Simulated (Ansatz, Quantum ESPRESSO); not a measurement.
# Lattice dynamics of K3OF (Pm-3m) in two programs, part 2 of 2

Aim: the phonon dispersion of K3OF (Pm-3m), checked by a second program.

Quantum ESPRESSO 7.5; DFT LDA, scalar-relativistic, plane waves, PseudoDojo norm-conserving pseudopotentials.

So far. Step 9 (Zone-centre analysis): The rule moves no optical mode by more than 0.1 cm⁻¹. Step 12 (Modes along a direction of q (1 0 0)): The field moves 3 modes; the highest of them now lies at 388 cm⁻¹, where the highest that moved away lay at 322. The relaxed cell has a = 4.926 Å (conventional setting).

The structure was built from a prototype and need not be the compound's stable phase.

## 14. A changed mass (continued)

Matdyn.x, sum rule crystal. Phonon branches along the path, in cm⁻¹:

| point | branch 1 | branch 2 | branch 3 | branch 4 | branch 12 | branch 13 | branch 14 | branch 15 |
| --- | --- | --- | --- | --- | --- | --- | --- | --- |
| Γ | -123 | -123 | -68 | -68 | 136 | 270 | 270 | 314 |
| halfway | -116 | -116 | -64 | -64 | 181 | 270 | 270 | 304 |
| X | -109 | -109 | -60 | -60 | 253 | 269 | 270 | 270 |
| halfway | -114 | -100 | -97 | -80 | 230 | 266 | 270 | 283 |
| M | -118 | -118 | -90 | -84 | 261 | 263 | 263 | 270 |
| halfway | -117 | -109 | -80 | -77 | 182 | 259 | 270 | 304 |
| Γ | -123 | -123 | -68 | -68 | 136 | 270 | 270 | 314 |
| halfway | -116 | -116 | -80 | -71 | 187 | 260 | 260 | 304 |
| R | -122 | -122 | -122 | -90 | 259 | 259 | 259 | 272 |
| halfway | -115 | -108 | -106 | -84 | 225 | 261 | 263 | 291 |
| X | -109 | -109 | -60 | -60 | 253 | 269 | 270 | 270 |
| jump to R | -122 | -122 | -122 | -90 | 259 | 259 | 259 | 272 |
| halfway | -119 | -119 | -107 | -90 | 244 | 261 | 261 | 282 |
| M | -118 | -118 | -90 | -84 | 261 | 263 | 263 | 270 |

The top of the path falls from 388 to 314 cm⁻¹, a ratio of 0.81; a mode of that atom alone would give 0.71.

## 15. Cross-check with Ansatz

A second program on the same cell, potentials, cutoff and meshes tests the implementation of the phonon response, not its convergence. Its field response is summed in its own way. Its k mesh is centred on Γ.

This step: DFT LDA, scalar-relativistic, plane waves, PseudoDojo norm-conserving pseudopotentials (Ansatz 0.2.0).

The input, input.yaml:

```yaml
crystal:
  lattice:
    - [4.9258157511, 0.0, 0.0]
    - [0.0, 4.9258157511, 0.0]
    - [0.0, 0.0, 4.9258157511]
  atoms:
    - { symbol: F, position: [0.0, 0.0, 0.0] }
    - { symbol: O, position: [0.5, 0.5, 0.5] }
    - { symbol: K, position: [0.5, 0.5, 0.0] }
    - { symbol: K, position: [0.5, 0.0, 0.5] }
    - { symbol: K, position: [0.0, 0.5, 0.5] }
kpoints:
  mp_grid: { grid: [4, 4, 4] }
hamiltonian:
  xc: lda
  pseudopotentials: { kind: nc, accuracy: standard }
scf:
  occupations: { method: fixed }
output:
  eigenvalues: true
basis:
  ecutwfc: 1142.878
phonons:
  method: dfpt
  dielectric: true
  rigid_motions: translations
  qmesh: [2, 2, 2]
  temperatures: { t_max: 1000, t_step: 50 }
  qpath:
    path:
      - [[0.0, 0.0, 0.0], [0.0, 0.5, 0.0], [0.5, 0.5, 0.0], [0.0, 0.0, 0.0], [0.5, 0.5, 0.5], [0.0, 0.5, 0.0]]
      - [[0.5, 0.5, 0.5], [0.5, 0.5, 0.0]]
    npoints: 12
```

Launch:

```sh
> ansatz run input.yaml --threads 4 --pin off --max-ram 8192MiB --backend cpu --events-out ev --progress --plain --runs-dir out
```

Elapsed: 2.3 min, on 4 threads of Intel Xeon 6975P-C (Granite Rapids), shared host; peak memory 2 GiB; 8.7 min of CPU time.

Read from the output:

* sum-rule residual before enforcement: 1.62e-4 eV/Å²
* miss of the charge sum rule: 6.27e-4 e
* estimated error of the dielectric tensor: 0.008630
* estimated error of the Born charges: 0.01739 e
* lowest frequency on the path: -123.7 cm⁻¹
* share of modes beyond 3i cm⁻¹ on the dense interpolated mesh: 0.3723
* highest optical zone-centre mode (no LO-TO term): 322.1 cm⁻¹
* lowest optical zone-centre mode: -123.8 cm⁻¹
* mean high-frequency dielectric constant: 2.689
* largest Born charge in size (third of the trace): 2.197 e
* highest mode moved by the LO-TO term: 397.0 cm⁻¹
* lowest mode on the q mesh (acoustic ones at the zone centre apart): -123.8 cm⁻¹

Transverse modes; imaginary modes left out. Infrared lines, with heights relative to the strongest:

| position (cm⁻¹) | label | IR intensity ((D/Å)²/amu), degenerate modes summed, relative |
| --- | --- | --- |
| 134 | T1u | 5.7 |
| 322 | T1u | 100 |

The log warns that the force constants on this k mesh are to be taken as unconverged.

## 16. The two compared: QE PseudoDojo and Ansatz, PseudoDojo

Worked out from the results:

- root-mean-square difference: 0.05 cm⁻¹
- largest difference: 0.14 cm⁻¹
- root-mean-square difference on the path: 1.4 cm⁻¹
- largest difference on the path: 11.5 cm⁻¹

The 12 of 57 modes that differ most. Frequencies side by side:

| q (reciprocal lattice) | mode | QE PseudoDojo (cm⁻¹) | Ansatz, PseudoDojo (cm⁻¹) |
| --- | --- | --- | --- |
| 0 0 0 | 4 | -68.48 | -68.54 |
| 0 0 0 | 5 | -68.48 | -68.54 |
| 0 0 0 | 6 | -68.48 | -68.54 |
| 0 0 0 | 13 | 322 | 322.1 |
| 0 0 0 | 14 | 322 | 322.1 |
| 0 0 0 | 15 | 322 | 322.1 |
| 0 0 -0.5 | 1 | -109.1 | -109.2 |
| 0 0 -0.5 | 2 | -109.1 | -109.2 |
| 0 0 -0.5 | 3 | -60.75 | -60.69 |
| 0 0 -0.5 | 6 | 52.48 | 52.58 |
| 0 0 -0.5 | 7 | 52.48 | 52.58 |
| 0 -0.5 -0.5 | 4 | -84.39 | -84.53 |

The two runs side by side. Further quantities:

| quantity | QE PseudoDojo | Ansatz, PseudoDojo |
| --- | --- | --- |
| mean ε∞ | 3.015 | 2.689 |
| largest Born charge in size (e; the first before, the second after the charge sum rule) | 2.214 | 2.197 |

At the solved wavevectors the largest difference (acoustic modes at Γ apart) is 0.04 % of the highest mode (on the interpolated path 3 %); ε∞ differs by 12 %.

## 17. Outcome

- space group after relaxation: Pm-3m
- volume per atom: 23.9 Å³
- gap on the k-mesh: 0.676 eV
- highest optical zone-centre mode (no LO-TO term): 322.1 cm⁻¹
- lowest optical zone-centre mode: -123.7 cm⁻¹
- highest mode moved by the LO-TO term (probably not converged in the k mesh): 388.2 cm⁻¹
- mean high-frequency dielectric constant (probably not converged in the k mesh): 3.02
- largest Born charge in size (third of the trace) (probably not converged in the k mesh): 2.21 e
- q mesh: 2×2×2
- lowest mode on the q mesh (acoustic ones at the zone centre apart): -123.7 cm⁻¹
- imaginary modes on the q mesh: yes
- largest difference from Ansatz, PseudoDojo: 0.14 cm⁻¹

K3OF (Pm-3m) is unstable: a mode solved on the 2×2×2 mesh is imaginary, 124i cm⁻¹; its spectrum reaches 388 cm⁻¹. At the LDA level the optical modes of K3OF (Pm-3m) at the zone centre (no LO-TO term) run from 124i to 322 cm⁻¹, so the structure is a saddle point, with 6 modes beyond 10i cm⁻¹ there. Along the directions run, the highest mode that the macroscopic field moves lies at 388 cm⁻¹. ε∞, the Born charges and what follows from them are probably not converged in the k mesh. The most unstable solved mode lies at the zone centre, but modes at other wavevectors are imaginary too, so the distortion may enlarge the cell. Of the 12 optical modes, 9 are infrared active alone and 3 are silent. QE PseudoDojo and Ansatz, PseudoDojo agree to 0.14 cm⁻¹ (0.04 % of the highest mode compared) on all solved modes but the acoustic ones at Γ, without the LO-TO term. Their interpolated bands part by up to 12 cm⁻¹. The highest LO mode, which hangs on the field response, is 388 against 397 cm⁻¹. The mean ε∞ is 3.015 against 2.689: the first is summed on the ground state's k mesh, while Ansatz refines the mesh of its field response. These are harmonic frequencies at zero temperature: anharmonic shifts and linewidths and thermal expansion are left out. Ansatz's log warns that force constants on this k mesh are to be taken as unconverged, an error that the frequencies of both programs share. The structure is a hypothetical one, built on a prototype.

[Host names and launcher messages were left out of these logs when they were recorded.]

[Logs are printed without paths, hosts, clocks, repeated set-up lines and the standing remarks that a program may print on its own settings, such as how far it seeks lower states.]

[Hosts, paths, dates, database ids (printed as entryN), source tags and the programs' standing remarks are cut or masked in the printed files.]
